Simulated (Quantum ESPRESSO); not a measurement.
Consider Gd2TeO2 (I4/mmm).

```cif
data_structure
_symmetry_space_group_name_H-M 'P 1'
_symmetry_Int_Tables_number 1
_cell_length_a 6.8638
_cell_length_b 6.8638
_cell_length_c 6.8638
_cell_angle_alpha 146.450
_cell_angle_beta 146.450
_cell_angle_gamma 48.179
_cell_volume 98.36
loop_
_atom_site_label
_atom_site_type_symbol
_atom_site_fract_x
_atom_site_fract_y
_atom_site_fract_z
_atom_site_occupancy
Gd1 Gd 0.66067 0.66067 0.00000 1
Gd2 Gd 0.33933 0.33933 0.00000 1
Te3 Te 0.00000 0.00000 0.00000 1
O4 O 0.75000 0.25000 0.50000 1
O5 O 0.25000 0.75000 0.50000 1
```

Absorber: atom 4, with 4 Gd at 2.28 Å (distorted tetrahedral, site symmetry -4m2). Method: Quantum ESPRESSO XSpectra, LDA, full core hole (charged cell), 10-atom cell with 5.6 Å between holes, 5×4×5 k points, dipole transitions, Lorentzian half width 0.3 eV up to 4 eV, rising linearly to 2.5 eV at 25 eV (counted from xe0, 0.7 eV below the zero used here), without spin-orbit coupling.

Predict the near-edge structure at the O K edge.

Main maxima up to 24 eV above the zero (height): 2.1 eV (1.97), 3.2 eV (1.57), 4.4 eV (1.96) and 10.4 eV (1.07). A K edge sees empty p states on the absorber. The total-energy difference plus the lowest empty eigenvalue puts the zero at 534.58 eV. One term is added: -8.83 eV, since the hole is spin-paired here and a spin-polarised one costs that much less in the free atom (computed apart). The photon energy is then 525.75 eV. The functional and the charged cell's background leave an error in such absolute values: in the free atom LDA prices this hole 4.1 eV below PBE (computed apart), and PBE is itself good to a few eV.

The O K spectrum (energy from the lowest empty level; intensity scaled to a mean of 1 over the first 20 eV; the points at xe0, where the cut of filled states can leave a spike, are interpolated; polarised curves are means over the symmetry-equivalent atoms):

```csv
E (eV),isotropic,ε ⊥ c,ε ∥ c
-2.0,0.05,0.04,0.05
-1.5,0.06,0.05,0.07
-1.0,0.08,0.07,0.09
-0.5,0.11,0.10,0.14
0.0,0.22,0.19,0.28
0.5,0.42,0.30,0.67
1.0,0.90,0.56,1.57
1.5,1.32,1.22,1.54
2.0,1.93,2.12,1.53
2.5,1.61,1.52,1.80
3.0,1.54,1.34,1.95
3.5,1.44,1.37,1.58
4.0,1.72,1.78,1.58
4.5,1.94,1.93,1.96
5.0,1.53,1.56,1.47
5.5,1.22,1.30,1.06
6.0,1.07,1.10,1.01
6.5,0.88,0.86,0.91
7.0,0.78,0.77,0.80
7.5,0.78,0.81,0.73
8.0,0.84,0.91,0.68
8.5,0.92,1.06,0.64
9.0,0.98,1.16,0.62
9.5,1.00,1.17,0.67
10.0,1.04,1.19,0.76
10.5,1.07,1.17,0.86
11.0,1.02,1.08,0.89
11.5,0.93,0.97,0.86
12.0,0.88,0.91,0.81
12.5,0.86,0.90,0.77
13.0,0.85,0.90,0.76
13.5,0.84,0.89,0.76
14.0,0.83,0.85,0.77
14.5,0.81,0.82,0.79
15.0,0.79,0.79,0.80
15.5,0.78,0.76,0.81
16.0,0.77,0.74,0.82
16.5,0.76,0.73,0.82
17.0,0.75,0.72,0.82
17.5,0.74,0.71,0.81
18.0,0.73,0.70,0.80
18.5,0.72,0.68,0.79
19.0,0.71,0.67,0.78
19.5,0.71,0.67,0.78
20.0,0.71,0.67,0.79
20.5,0.71,0.67,0.80
21.0,0.72,0.67,0.81
21.5,0.73,0.68,0.82
22.0,0.73,0.69,0.82
22.5,0.73,0.69,0.81
23.0,0.73,0.70,0.80
23.5,0.73,0.70,0.78
24.0,0.72,0.70,0.77
24.5,0.72,0.70,0.76
25.0,0.72,0.70,0.75
25.5,0.72,0.71,0.75
26.0,0.72,0.71,0.74
26.5,0.72,0.71,0.74
27.0,0.72,0.72,0.72
27.5,0.71,0.72,0.71
28.0,0.71,0.72,0.69
28.5,0.70,0.71,0.67
29.0,0.69,0.71,0.65
29.5,0.68,0.70,0.63
30.0,0.67,0.69,0.61
30.5,0.66,0.69,0.59
31.0,0.65,0.68,0.58
31.5,0.64,0.67,0.57
32.0,0.63,0.66,0.56
```

The run has no spin polarisation, although Gd can carry a moment. Lanthanide 4f electrons are frozen in the core. The holes are only 5.6 Å apart, so the shape is probably not converged with cell size; no larger cell was run here. The structure is a published determination, not relaxed.

[Banner, clock and machine lines of the logs are left out without a mark of their own.]

[Logs are printed without paths, hosts, clocks, repeated set-up lines and the standing remarks that a program may print on its own settings, such as how far it seeks lower states.]

[Hosts, paths, dates, database ids (printed as entryN), source tags and the programs' standing remarks are cut or masked in the printed files.]

[Lists of maxima count a maximum above −3 eV only where it reaches 4 % of the highest in the window and stands out from its surroundings by 2 % of it (1.5 % where it reaches 55 %); shoulders and weaker maxima are passed over, and of the rest the first, up to two pre-edge ones and the few strongest are named.]
